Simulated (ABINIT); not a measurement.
# Quasiparticle gap of ZrSe3 (P2_1/m) in ABINIT

How does a plane-wave GW calculation on ZrSe3 (P2_1/m) run from the first input to the gap?

Method: LDA and many-body steps on it, plane waves, in ABINIT 10.8.3.

**1. Set-up**

The structure is monoclinic, space group P2_1/m (No. 11). Conventional cell: a = 5.411 Å, b = 3.749 Å, c = 9.444 Å, α = 90.00°, β = 97.48°, γ = 90.00°. Nearest to Zr lie 8 Se at 2.72 to 2.87 Å. Se has 4 Zr at 2.72 to 2.87 Å nearest. Se has 1 Se at 2.34 Å and 2 Zr at 2.73 Å nearest. Nearest to Se lie 1 Se at 2.34 Å and 2 Zr at 2.74 Å. Farther neighbours and most contacts between anions are not listed.

The cell and positions come from the Crystallography Open Database and are kept as given unless a step says otherwise.

**2. Ground state**

This step: ABINIT 10.8.3; DFT, LDA, plane waves, norm-conserving pseudopotentials.

The ground-state density comes first.

Contents of run.abi:

```
acell 3*1.0 Angstrom
rprim 
  5.410900000000 -0.000000000000 -0.000000000000
  -0.000000000000 3.748800000000 0.000000000000
  -1.229420909100 0.000000000000 9.363634990100
ntypat 2
znucl 40 34
natom 8
typat 1 1 2 2 2 2 2 2
xred 
  0.285000000000 0.250000000000 0.656000000000
  0.715000000000 0.750000000000 0.344000000000
  0.762000000000 0.250000000000 0.554000000000
  0.238000000000 0.750000000000 0.446000000000
  0.456000000000 0.250000000000 0.174000000000
  0.544000000000 0.750000000000 0.826000000000
  0.888000000000 0.250000000000 0.169000000000
  0.112000000000 0.750000000000 0.831000000000
pp_dirpath "pseudos"
pseudos "Zr.upf, Se.upf"
ecut 48
ngkpt 4 4 2
nshiftk 1
shiftk 0 0 0
kptopt 1
chksymbreak 0
nband 92
occopt 1
tolvrs 1e-08
nstep 60
prtwf 0
optforces 0
optstress 0
indata_prefix "in"
outdata_prefix "out"
tmpdata_prefix "tmp"
```

Started as:

```bash
> OMP_NUM_THREADS=1 mpirun -n 16 abinit run.abi > log
```

Numbers of over 12 decimals in the logs are rounded to 6 here.

What it wrote:

```text
.Version 10.8.3 of ABINIT. v10.8.2 released Aug 2026.

 Symmetries : space group P2_1/m (# 11); Bravais mP (primitive monocl.)
================================================================================
 Values of the parameters that define the memory need of the present run
     intxc =       0    ionmov =       0      iscf =       7    lmnmax =       6
     lnmax =       6     mgfft =     120  mpssoang =       3    mqgrid =    5519
     natom =       8  nloc_mem =       1    nspden =       1   nspinor =       1
    nsppol =       1      nsym =       4    n1xccc =    2501    ntypat =       2
    occopt =       1   xclevel =       1
-    mband =          92        mffmem =           1         mkmem =           2
       mpw =       20404          nfft =      368640          nkpt =          18
================================================================================
  Rough estimation (10% accuracy) of disk space for files :
================================================================================

--------------------------------------------------------------------------------
------------- Echo of variables that govern the present computation ------------
--------------------------------------------------------------------------------
 -outvars: echo values of preprocessed input variables --------
            acell      1.8897261259E+00  1.8897261259E+00  1.8897261259E+00 Bohr

      chksymbreak           0
             ecut      4.80000000E+01 Hartree
-          fftalg         312

              ixc       -1012
              kpt      0.00000000E+00  0.00000000E+00  0.00000000E+00
                       2.50000000E-01  0.00000000E+00  0.00000000E+00
                       5.00000000E-01  0.00000000E+00  0.00000000E+00
                       0.00000000E+00  2.50000000E-01  0.00000000E+00
                       2.50000000E-01  2.50000000E-01  0.00000000E+00
                       5.00000000E-01  2.50000000E-01  0.00000000E+00
                       0.00000000E+00  5.00000000E-01  0.00000000E+00
                       2.50000000E-01  5.00000000E-01  0.00000000E+00
                       5.00000000E-01  5.00000000E-01  0.00000000E+00
   [... 7 further rows ...]
                       2.50000000E-01  5.00000000E-01  5.00000000E-01
                       5.00000000E-01  5.00000000E-01  5.00000000E-01
         kptrlatt        4    0    0      0    4    0      0    0    2
          kptrlen      2.83368212E+01
P           mkmem           2
            natom           8
            nband          92
            ngfft          64      48     120
             nkpt          18
            nstep          60
             nsym           4
           ntypat           2
              occ      2.000000  2.000000  2.000000  2.000000  2.000000  2.000000
                       2.000000  2.000000  2.000000  2.000000  2.000000  2.000000
                       2.000000  2.000000  2.000000  2.000000  2.000000  2.000000
                       2.000000  2.000000  2.000000  2.000000  2.000000  2.000000
                       2.000000  2.000000  2.000000  2.000000  2.000000  2.000000
                       2.000000  2.000000  2.000000  2.000000  2.000000  2.000000
                       2.000000  2.000000  2.000000  2.000000  2.000000  2.000000
                       2.000000  2.000000  2.000000  2.000000  2.000000  2.000000
                       2.000000  2.000000  2.000000  2.000000  2.000000  2.000000
   [... 5 further rows ...]
                       0.000000  0.000000  0.000000  0.000000  0.000000  0.000000
                       0.000000  0.000000
        optforces           0
        optstress           0
            prtwf           0
            rprim      5.4109000000E+00 -0.0000000000E+00 -0.0000000000E+00
[...]
spgroup          11

           tolvrs      1.00000000E-08

             xred      2.8500000000E-01  2.5000000000E-01  6.5600000000E-01
[...]
znucl       40.00000   34.00000

================================================================================

 chkinp: Checking input parameters for consistency.

================================================================================
== DATASET  1 ==================================================================
-   mpi_nproc: 16, omp_nthreads: 1 (-1 if OMP is not activated)
-    --> not optimal distribution: autoparal keyword recommended in input file <--

--- !DatasetInfo
iteration_state: {dtset: 1, }
dimensions: {natom: 8, nkpt: 18, mband: 92, nsppol: 1, nspinor: 1, nspden: 1, mpw: 20404, }
cutoff_energies: {ecut:  48.0, pawecutdg:  -1.0, }
electrons: {nelect:   1.68000000E+02, charge:   0.00000000E+00, occopt:   1.00000000E+00, tsmear:   1.00000000E-02, }

 Real(R)+Recip(G) space primitive vectors, cartesian coordinates (Bohr,Bohr^-1):
 R(1)= 10.2251191  0.0000000  0.0000000  G(1)=  0.0977984  0.0000000  0.0128407
 R(2)=  0.0000000  7.0842053  0.0000000  G(2)=  0.0000000  0.1411591  0.0000000
 R(3)= -2.3232688  0.0000000 17.6947057  G(3)=  0.0000000  0.0000000  0.0565141
 Unit cell volume ucvol=  1.2817486E+03 bohr^3
 Angles (23,13,12)=  9.00000000E+01  9.74800000E+01  9.00000000E+01 degrees

 getcut: wavevector=  0.0000  0.0000  0.0000  ngfft=  64  48 120
         ecut(hartree)=     48.000   => boxcut(ratio)=   2.00692

[...]
================================================================================

--- !BeginCycle
iteration_state: {dtset: 1, }
solver: {iscf: 7, nstep: 60, nline: 4, wfoptalg: 0, }
tolerances: {tolvrs: 1.00E-08, }

     iter   Etot(hartree)      deltaE(h)  residm     vres2
 ETOT  1  -2136.2632586046    -2.136E+03 1.725E+00 7.432E+03
 ETOT  2  -2149.6885969601    -1.343E+01 4.472E-02 9.253E+03
 ETOT  3  -2150.4287193419    -7.401E-01 3.634E-02 1.044E+03
 ETOT  4  -2150.5339017013    -1.052E-01 1.771E-02 2.186E+02
 ETOT  5  -2150.5579154790    -2.401E-02 1.441E-02 7.453E+00
 ETOT  6  -2150.5584927117    -5.772E-04 5.908E-03 6.223E+00
 ETOT  7  -2150.5586298902    -1.372E-04 6.726E-03 9.023E-02
 ETOT  8  -2150.5586310793    -1.189E-06 5.037E-03 7.143E-02
 ETOT  9  -2150.5586364009    -5.322E-06 3.319E-03 3.339E-04
 ETOT 10  -2150.5586364291    -2.819E-08 1.974E-03 1.252E-04
 ETOT 11  -2150.5586364337    -4.657E-09 1.850E-03 4.277E-06
 ETOT 12  -2150.5586364340    -2.847E-10 7.031E-04 8.003E-08
 ETOT 13  -2150.5586364340     2.910E-11 1.259E-03 1.631E-08
 ETOT 14  -2150.5586364341    -9.368E-11 4.054E-04 5.702E-10

 At SCF step   14       vres2   =  5.70E-10 < tolvrs=  1.00E-08 =>converged.

--- !ResultsGS
iteration_state: {dtset: 1, }
comment   : Summary of ground state results
lattice_vectors:
- [ 10.2251191,  -0.0000000,  -0.0000000, ]
- [ -0.0000000,   7.0842053,   0.0000000, ]
- [ -2.3232688,   0.0000000,  17.6947057, ]
lattice_lengths: [  10.22512,    7.08421,   17.84657, ]
lattice_angles: [ 90.000,  97.480,  90.000, ] # degrees, (23, 13, 12)
lattice_volume:   1.2817486E+03
convergence: {deltae: -9.368E-11, res2:  5.702E-10, residm:  4.054E-04, diffor:  0.000E+00, }
etotal    :  -2.15055864E+03
entropy   :   0.00000000E+00
fermie    :   2.29789956E-01
cartesian_stress_tensor: null
pressure_GPa: null
xred      :
- [  2.8500E-01,   2.5000E-01,   6.5600E-01, Zr]
- [  7.1500E-01,   7.5000E-01,   3.4400E-01, Zr]
- [  7.6200E-01,   2.5000E-01,   5.5400E-01, Se]
- [  2.3800E-01,   7.5000E-01,   4.4600E-01, Se]
- [  4.5600E-01,   2.5000E-01,   1.7400E-01, Se]
- [  5.4400E-01,   7.5000E-01,   8.2600E-01, Se]
- [  8.8800E-01,   2.5000E-01,   1.6900E-01, Se]
- [  1.1200E-01,   7.5000E-01,   8.3100E-01, Se]
cartesian_forces: null
force_length_stats: {min: null, max: null, mean: null, }

 Integrated electronic density in atomic spheres:
 ------------------------------------------------
 Atom  Sphere_radius  Integrated_density
[...]
================================================================================

 ----iterations are completed or convergence reached----

 Mean square residual over all n,k,spin=   86.101E-08; max=  40.535E-05
 reduced coordinates (array xred) for    8 atoms
[...]
0.238000000000      0.750000000000      0.446000000000
       0.456000000000      0.250000000000      0.174000000000
       0.544000000000      0.750000000000      0.826000000000
       0.888000000000      0.250000000000      0.169000000000
       0.112000000000      0.750000000000      0.831000000000
 rms dE/dt=  0.0000E+00; max dE/dt=  0.0000E+00; dE/dt below (all hartree)
    1       0.000000000000      0.000000000000      0.000000000000
    2       0.000000000000      0.000000000000      0.000000000000
    3       0.000000000000      0.000000000000      0.000000000000
    4       0.000000000000      0.000000000000      0.000000000000
    5       0.000000000000      0.000000000000      0.000000000000
    6       0.000000000000      0.000000000000      0.000000000000
    7       0.000000000000      0.000000000000      0.000000000000
    8       0.000000000000      0.000000000000      0.000000000000

 cartesian coordinates (angstrom) at end:
    1      0.735606     0.937200     6.142545
    2      3.445873     2.811600     3.221090
    3      3.442007     0.937200     5.187454
    4      0.739472     2.811600     4.176181
    5      2.253451     0.937200     1.629272
    6      1.928028     2.811600     7.734363
    7      4.597107     0.937200     1.582454
    8     -0.415628     2.811600     7.781181
 length scales=  1.889726125908  1.889726125908  1.889726125908 bohr
              =  1.000000000000  1.000000000000  1.000000000000 angstroms
 prteigrs : about to open file out_EIG
 Fermi (or HOMO) energy (hartree) =   0.22979   Average Vxc (hartree)=  -0.39560
 Eigenvalues (hartree) for nkpt=  18  k points:
 kpt#   1, nband= 92, wtk=  0.03125, kpt=  0.0000  0.0000  0.0000 (reduced coord)
  -7.38086   -7.38086   -7.38029   -7.38029   -7.35040   -7.35040   -5.18325   -5.18325
  -5.18273   -5.18273   -5.17461   -5.17461   -5.17446   -5.17446   -5.17399   -5.17399
  -5.17386   -5.17386   -5.14737   -5.14736   -5.14710   -5.14710   -5.14638   -5.14638
  -1.56975   -1.56973   -1.53548   -1.53548   -1.53207   -1.53207   -1.53156   -1.53156
  -1.53143   -1.53143   -1.53034   -1.53033   -1.53012   -1.53012   -1.52338   -1.52337
  -1.52325   -1.52325   -1.52268   -1.52268   -1.52257   -1.52256   -1.49884   -1.49878
  -1.49872   -1.49871   -1.49804   -1.49801   -1.49799   -1.49793   -1.49763   -1.49762
  -0.76822   -0.76716   -0.76389   -0.76365   -0.76137   -0.76071   -0.32003   -0.30811
  -0.24603   -0.20864   -0.17949   -0.17869    0.00945    0.02257    0.05846    0.06429
   0.06991    0.11394    0.12005    0.13761    0.15689    0.18913    0.19834    0.20362
   0.20440    0.20799    0.22516    0.22979    0.25280    0.26631    0.32631    0.33322
   0.34112    0.34430    0.35784    0.35947
 prteigrs : prtvol=0 or 1, do not print more k-points.

--- !EnergyTerms
iteration_state     : {dtset: 1, }
comment             : Components of total free energy in Hartree
kinetic             :  9.04541353995165E+02
hartree             :  8.73345212782073E+02
xc                  : -2.14055290724829E+02
Ewald energy        : -9.29402595844536E+02
psp_core            :  2.53151040965001E+01
local_psp           : -2.29160147368542E+03
non_local_psp       : -5.18700947053051E+02
total_energy        : -2.15055863643410E+03
total_energy_eV     : -5.85196817006385E+04
band_energy         : -3.79794231550523E+02

== END DATASET(S) ==============================================================
================================================================================

 -outvars: echo values of variables after computation  --------
           etotal     -2.1505586364E+03
            nband          92
             nkpt          18
          spgroup          11
 [... the other variables as echoed above ...]

 Calculation completed.
```

Run time: 7.6 min. Hardware: 16 MPI ranks of Arm Neoverse N1, shared host; peak memory 2.8 GiB; 2 h of CPU time.

Numbers from this step:

| Property | Result |
| --- | --- |
| total energy | -58519.6817 eV |
| gap | 0.2917 eV |
| k of the valence top | 0, 0, 0 |
| k of the conduction bottom | 0.5, 0, 0 |
| least direct gap | 0.5660 eV |

The gap is indirect, with the least direct gap 0.27 eV higher.

**3. Empty states on the mesh, 2×4×1 mesh, 229 bands**

The sums over transitions need many empty states on a uniform mesh; this step solves for them.

Changes to run.abi since step 2:

```diff
@@ -21,3 +21,3 @@
 ecut 48
-ngkpt 4 4 2
+ngkpt 2 4 1
 nshiftk 1
@@ -26,9 +26,10 @@
 chksymbreak 0
-nband 92
-occopt 1
-tolvrs 1e-08
+iscf -2
+irdden 1
+istwfk *1
+nband 229
+nbdbuf 20
+tolwfr 1e-09
 nstep 60
-prtwf 0
-optforces 0
-optstress 0
+prtvol 0
 indata_prefix "in"
```

Started as:

```bash
> OMP_NUM_THREADS=2 mpirun -n 6 abinit run.abi > log
```

What it wrote:

```text
.Version 10.8.3 of ABINIT. v10.8.2 released Aug 2026.

 Symmetries : space group P2_1/m (# 11); Bravais mP (primitive monocl.)
[... echo of the input left out ...]
== DATASET  1 ==================================================================
-   mpi_nproc: 6, omp_nthreads: 2 (-1 if OMP is not activated)

--- !DatasetInfo
iteration_state: {dtset: 1, }
dimensions: {natom: 8, nkpt: 6, mband: 229, nsppol: 1, nspinor: 1, nspden: 1, mpw: 20400, }
cutoff_energies: {ecut:  48.0, pawecutdg:  -1.0, }
electrons: {nelect:   1.68000000E+02, charge:   0.00000000E+00, occopt:   1.00000000E+00, tsmear:   1.00000000E-02, }

 Real(R)+Recip(G) space primitive vectors, cartesian coordinates (Bohr,Bohr^-1):
 R(1)= 10.2251191  0.0000000  0.0000000  G(1)=  0.0977984  0.0000000  0.0128407
 R(2)=  0.0000000  7.0842053  0.0000000  G(2)=  0.0000000  0.1411591  0.0000000
 R(3)= -2.3232688  0.0000000 17.6947057  G(3)=  0.0000000  0.0000000  0.0565141
 Unit cell volume ucvol=  1.2817486E+03 bohr^3
 Angles (23,13,12)=  9.00000000E+01  9.74800000E+01  9.00000000E+01 degrees

 getcut: wavevector=  0.0000  0.0000  0.0000  ngfft=  64  48 120
         ecut(hartree)=     48.000   => boxcut(ratio)=   2.00692

--- Pseudopotential description ------------------------------------------------
- Zr Generated using ONCVPSP code by D. R. Hamann
- 40.00000  12.00000  180309                  znucl, zion, pspdat
12 -1012 2 -1 1584                            pspcod,pspxc,lmax,lloc,mmax
     nproj     2     2     2
  pspatm : epsatm=   18.87515418
         --- l  ekb(1:nproj) -->
             0   10.575223    0.893982
             1    5.794692    0.740224
             2    1.511557    0.474510
 pspatm: atomic psp has been read  and splines computed

- Se Generated using ONCVPSP code by D. R. Hamann
- 34.00000  24.00000  180309                  znucl, zion, pspdat
12 -1012 2 -1 1198                            pspcod,pspxc,lmax,lloc,mmax
     nproj     2     2     2
  pspatm : epsatm=   25.89836092
         --- l  ekb(1:nproj) -->
[...]
pspatm: atomic psp has been read  and splines computed

--------------------------------------------------------------------------------

================================================================================
 prteigrs : about to open file out_EIG
 Non-SCF case, kpt    1 (  0.00000  0.00000  0.00000), residuals and eigenvalues=
  2.12E-10  6.20E-10  6.11E-10  7.75E-10  6.84E-10  6.53E-10  1.97E-10  1.93E-10
  2.07E-10  1.92E-10  2.06E-10  1.91E-10  1.90E-10  1.53E-10  1.97E-10  1.90E-10
  2.39E-10  1.48E-10  2.61E-10  2.22E-10  1.63E-10  2.31E-10  1.48E-10  1.87E-10
[...]
1.11E-04  9.36E-05  1.68E-04  2.71E-04  9.14E-04
 -7.3809E+00 -7.3809E+00 -7.3803E+00 -7.3803E+00 -7.3504E+00 -7.3504E+00
 -5.1832E+00 -5.1832E+00 -5.1827E+00 -5.1827E+00 -5.1746E+00 -5.1746E+00
 -5.1745E+00 -5.1745E+00 -5.1740E+00 -5.1740E+00 -5.1739E+00 -5.1739E+00
[...]
1.6603E+00  1.6750E+00  1.6778E+00  1.6907E+00  1.7016E+00  1.7118E+00
  1.7188E+00  1.7190E+00  1.7206E+00  1.7365E+00  1.7386E+00  1.7481E+00
  1.7522E+00
 prteigrs : prtvol=0 or 1, do not print more k-points.

--- !ResultsGS
iteration_state: {dtset: 1, }
comment   : Summary of ground state results
lattice_vectors:
- [ 10.2251191,  -0.0000000,  -0.0000000, ]
- [ -0.0000000,   7.0842053,   0.0000000, ]
- [ -2.3232688,   0.0000000,  17.6947057, ]
lattice_lengths: [  10.22512,    7.08421,   17.84657, ]
lattice_angles: [ 90.000,  97.480,  90.000, ] # degrees, (23, 13, 12)
lattice_volume:   1.2817486E+03
convergence: {deltae:  0.000E+00, res2:  0.000E+00, residm:  9.981E-10, diffor:  0.000E+00, }
etotal    :  -2.15055864E+03
entropy   :   0.00000000E+00
fermie    :   2.29789956E-01
cartesian_stress_tensor: null
pressure_GPa: null
xred      :
- [  2.8500E-01,   2.5000E-01,   6.5600E-01, Zr]
- [  7.1500E-01,   7.5000E-01,   3.4400E-01, Zr]
- [  7.6200E-01,   2.5000E-01,   5.5400E-01, Se]
- [  2.3800E-01,   7.5000E-01,   4.4600E-01, Se]
- [  4.5600E-01,   2.5000E-01,   1.7400E-01, Se]
- [  5.4400E-01,   7.5000E-01,   8.2600E-01, Se]
- [  8.8800E-01,   2.5000E-01,   1.6900E-01, Se]
- [  1.1200E-01,   7.5000E-01,   8.3100E-01, Se]
cartesian_forces: null
force_length_stats: {min: null, max: null, mean: null, }

 Integrated electronic density in atomic spheres:
 ------------------------------------------------
 Atom  Sphere_radius  Integrated_density
[...]
================================================================================

 ----iterations are completed or convergence reached----

 Mean square residual over all n,k,spin=   43.979E-11; max=  99.808E-11
 reduced coordinates (array xred) for    8 atoms
[...]
0.888000000000      0.250000000000      0.169000000000
       0.112000000000      0.750000000000      0.831000000000

 cartesian coordinates (angstrom) at end:
    1      0.735606     0.937200     6.142545
    2      3.445873     2.811600     3.221090
    3      3.442007     0.937200     5.187454
[...]
7      4.597107     0.937200     1.582454
    8     -0.415628     2.811600     7.781181
 length scales=  1.889726125908  1.889726125908  1.889726125908 bohr
              =  1.000000000000  1.000000000000  1.000000000000 angstroms
 prteigrs : about to open file out_EIG
 Eigenvalues (hartree) for nkpt=   6  k points:
 kpt#   1, nband=229, wtk=  0.12500, kpt=  0.0000  0.0000  0.0000 (reduced coord)
[...]
1.57517    1.58100    1.61424    1.61495    1.61524    1.63731    1.64050    1.65593
   1.66033    1.67500    1.67785    1.69065    1.70163    1.71183    1.71881    1.71899
   1.72059    1.73653    1.73857    1.74811    1.75223
 prteigrs : prtvol=0 or 1, do not print more k-points.

== END DATASET(S) ==============================================================
================================================================================

 -outvars: echo values of variables after computation  --------
            nband         229
             nkpt           6
          spgroup          11
 [... the other variables as echoed above ...]

 Calculation completed.
```

Run time: 3.9 min. Hardware: 6 MPI ranks; peak memory 1.1 GiB; 38 min of CPU time.

Numbers from this step:

```yaml
gap: 0.2917 eV
k_of_the_valence_top: 0, 0, 0
k_of_the_conduction_bottom: 0.5, 0, 0
least_direct_gap: 0.5951 eV
k_points_computed: 6
lowest_point_of_the_top_converged_band_above_the_valence_top: 36.09 eV
```

On this mesh the gap is 0.292 eV.

[end of part 1 of 2]

[Paths, hosts, dates, memory and timing lines, banners, echoed tables and standing remarks are left out of the program output.]

[Logs are printed without paths, hosts, clocks, repeated set-up lines and the standing remarks that a program may print on its own settings, such as how far it seeks lower states.]

[Runs of the session that timed out or met a known fault of the program may be left out.]

[Hosts, paths, dates, database ids (printed as entryN), source tags and the programs' standing remarks are cut or masked in the printed files.]

[G0W0 gaps are taken among the corrected bands and points alone; a level outside them can change the order at an edge.]

[Where Ansatz stands beside ABINIT at settings called matched, ABINIT's density can come from a denser mesh and the files from another edition; pairs whose starting gaps differed by over 0.03 eV were left out, so agreement reads better than it is.]
